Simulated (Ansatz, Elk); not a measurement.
# Bonding as seen by X-rays: KAg, part 2 of 2

Structure refinements treat a crystal as free atoms side by side. For a made-up structure of KAg (cell and positions from a r2SCAN relaxation) the runs below show what the calculated density changes in F(hkl).

Elk 11.2.3 (patched build); all-electron DFT.

So far: Starting point; Ground state and structure factors; The highest occupied states alone.

The structure was built from a prototype and need not be the compound's stable phase.

## (4) Another functional

Level of this step: DFT, PBEsol, all-electron APW+lo, Dirac cores, scalar-relativistic bands, static density, no spin (Elk).

The difference from free atoms is small, so it is set against the change that PBEsol makes.

The input, elk.in:

```
tasks
  0
  195

xctype
  22

spinpol
  .false.

rgkmax
  7.0

gmaxvr
  14.0

lmaxo
  7

lmaxapw
  8

swidth
  0.002

tshift
  .false.

ramdisk
  .false.

hmaxvr
  5.5

maxscl
  120

epspot
  1e-06

sppath
  './'

avec
  4.59236799190 2.65140489634 7.59638396937
  -4.59236799190 2.65140489634 7.59638396937
  -0.00000000000 -5.30280979268 7.59638396937

atoms
  2
  'Ag.in'
  1
  -0.0000000000 -0.0000000000 0.0000000000   0.000000 0.000000 0.000000
  'K.in'
  1
  0.5000000000 0.5000000000 0.5000000000   0.000000 0.000000 0.000000

ngridk
  6 6 6
```

Launch:

```bash
$ OMP_NUM_THREADS=4 elk
```

Numbers of over 12 decimals in the logs are rounded to 6 here.

The program printed:

```text
┌─────────────────────────┐
│ Elk code version 11.2.3 │
└─────────────────────────┘

All units are atomic (Hartree, Bohr, etc.)

┌─────────────────────────────────────────────────┐
│ Ground-state run starting from atomic densities │
└─────────────────────────────────────────────────┘

Lattice vectors :
   4.592367992       2.651404896       7.596383969
  -4.592367992       2.651404896       7.596383969
  -0.000000000      -5.302809793       7.596383969

Reciprocal lattice vectors :
  0.6840899203      0.3949594996      0.2757094837
[...]
Charges :
 core                        :    38.00000000
 valence                     :    28.00000000
 interstitial                :    2.545109691
 muffin-tins (core leakage)
  species : 1 (Ag)
   atom 1                    :    45.87540419     ( -0.3322670104E-06)
  species : 2 (K)
   atom 1                    :    17.57948612     ( -0.1004998058E-06)
 total in muffin-tins        :    63.45489031
 total calculated charge     :    65.99999610
 total charge                :    66.00000000
 error                       :   0.3896385678E-05

┌──────────────────────────────┐
│ Self-consistent loop stopped │
└──────────────────────────────┘

Wrote STATE.OUT
[key lines of the parts left out:]
total energy                :     -5916.0860205236
```

Wall time 20 s (4 threads of Arm Neoverse N1, shared host); peak memory 0.17 GiB.

Against the first run R = 0.01 %; the largest change is -0.018 at 012.

## (5) Basis size

A smaller basis shows how fast F responds to it; the change is likely larger than the basis error of the first run, but doesn't show convergence.

Edit elk.in of step 4 so:

```diff
@@ -5,3 +5,3 @@
 xctype
-  22
+  20
 
@@ -11,3 +11,3 @@
 rgkmax
-  7.0
+  5.5
```

Launch:

```bash
$ OMP_NUM_THREADS=4 elk
```

The program printed:

```text
┌─────────────────────────┐
│ Elk code version 11.2.3 │
└─────────────────────────┘

All units are atomic (Hartree, Bohr, etc.)

┌─────────────────────────────────────────────────┐
│ Ground-state run starting from atomic densities │
└─────────────────────────────────────────────────┘

Lattice vectors :
   4.592367992       2.651404896       7.596383969
  -4.592367992       2.651404896       7.596383969
  -0.000000000      -5.302809793       7.596383969

Reciprocal lattice vectors :
  0.6840899203      0.3949594996      0.2757094837
[...]
Charges :
 core                        :    38.00000000
 valence                     :    28.00000000
 interstitial                :    2.637600075
 muffin-tins (core leakage)
  species : 1 (Ag)
   atom 1                    :    45.81440690     ( -0.3322677209E-06)
  species : 2 (K)
   atom 1                    :    17.54799303     ( -0.1019727129E-06)
 total in muffin-tins        :    63.36239992
 total calculated charge     :    65.99998547
 total charge                :    66.00000000
 error                       :   0.1452699064E-04

┌──────────────────────────────┐
│ Self-consistent loop stopped │
└──────────────────────────────┘

Wrote STATE.OUT
[key lines of the parts left out:]
total energy                :     -5919.3107023734
```

Wall time 18 s (4 threads); peak memory 0.17 GiB.

Against the first run R = 0.03 %; the largest change is +0.043 at 018.

## (6) Basis size

The basis and the expansions that go with it are enlarged, to see whether the differences are converged.

Edit elk.in of step 5 so:

```diff
@@ -11,12 +11,12 @@
 rgkmax
-  5.5
+  8.5
 
 gmaxvr
-  14.0
+  18.0
 
 lmaxo
-  7
+  9
 
 lmaxapw
-  8
+  10
```

Launch:

```bash
$ OMP_NUM_THREADS=4 elk
```

The program printed:

```text
┌─────────────────────────┐
│ Elk code version 11.2.3 │
└─────────────────────────┘

All units are atomic (Hartree, Bohr, etc.)

┌─────────────────────────────────────────────────┐
│ Ground-state run starting from atomic densities │
└─────────────────────────────────────────────────┘

Lattice vectors :
   4.592367992       2.651404896       7.596383969
  -4.592367992       2.651404896       7.596383969
  -0.000000000      -5.302809793       7.596383969

Reciprocal lattice vectors :
  0.6840899203      0.3949594996      0.2757094837
[...]
Charges :
 core                        :    38.00000000
 valence                     :    28.00000000
 interstitial                :    2.512432815
 muffin-tins (core leakage)
  species : 1 (Ag)
   atom 1                    :    45.89660214     ( -0.3322701403E-06)
  species : 2 (K)
   atom 1                    :    17.59096504     ( -0.1017753490E-06)
 total in muffin-tins        :    63.48756719
 total calculated charge     :    65.99999854
 total charge                :    66.00000000
 error                       :   0.1459513939E-05

┌──────────────────────────────┐
│ Self-consistent loop stopped │
└──────────────────────────────┘

Wrote STATE.OUT
[key lines of the parts left out:]
total energy                :     -5919.4226666349
```

Wall time 47 s (4 threads); peak memory 0.26 GiB; 100 s of CPU time.

Against the first run R = 0.01 %; the largest change is -0.008 at 220.

## (7) Settings against the effect

```
                              run  R against the first run (%)  R against neutral atoms, low angle (%)  wall time
                    PBE, rgkmax 7                         0.00                                    0.36       20 s
                           PBEsol                         0.01                                    0.38       20 s
                       rgkmax 5.5                         0.03                                    0.38       18 s
rgkmax 8.5 with larger expansions                         0.01                                    0.35       47 s
```

## (8) What came out

```
R against neutral atoms, sin θ/λ < 0.3 Å⁻¹ : 0.36 %
R against neutral atoms, 0.3 to 0.78 Å⁻¹   : 0.17 %
```

In words: Independent neutral atoms miss the calculated amplitudes by R = 0.36 % below 0.3 Å⁻¹ and 0.17 % from there to 0.78 Å⁻¹; by shells, 0.05 % below 0.15 Å⁻¹ (3 forms), 0.46 % 0.15 to 0.3 (8 forms), 0.14 % 0.3 to 0.45 (23 forms), 0.17 % above 0.45 (115 forms). Bonding, aspherical density and the tables' own atoms all enter these figures, and the runs don't part them. The largest change of an amplitude is -0.20 electrons, at 015. The window's part falls from 18.0 electrons at the origin to at most 0.34 between 0.45 and 0.78 Å⁻¹. The window holds more than the 12 outer electrons of the free atoms, so shallow core shells lie inside it. Below 0.3 Å⁻¹ the changes that finished (PBEsol, rgkmax 5.5 and rgkmax 8.5 with larger expansions) move F by R = 0.04 % at most, against the 0.36 % that separates it from free atoms. The k-mesh has no finished test. These runs have no spin, though d or f shells may be open. Part of the difference isn't bonding: the tables are fits to free atoms and ions calculated by other methods than this functional. Thermal motion, anomalous dispersion and extinction are left out.

[Logs are printed without paths, hosts, clocks, repeated set-up lines and the standing remarks that a program may print on its own settings, such as how far it seeks lower states.]

[Hosts, paths, dates, database ids (printed as entryN), source tags and the programs' standing remarks are cut or masked in the printed files.]
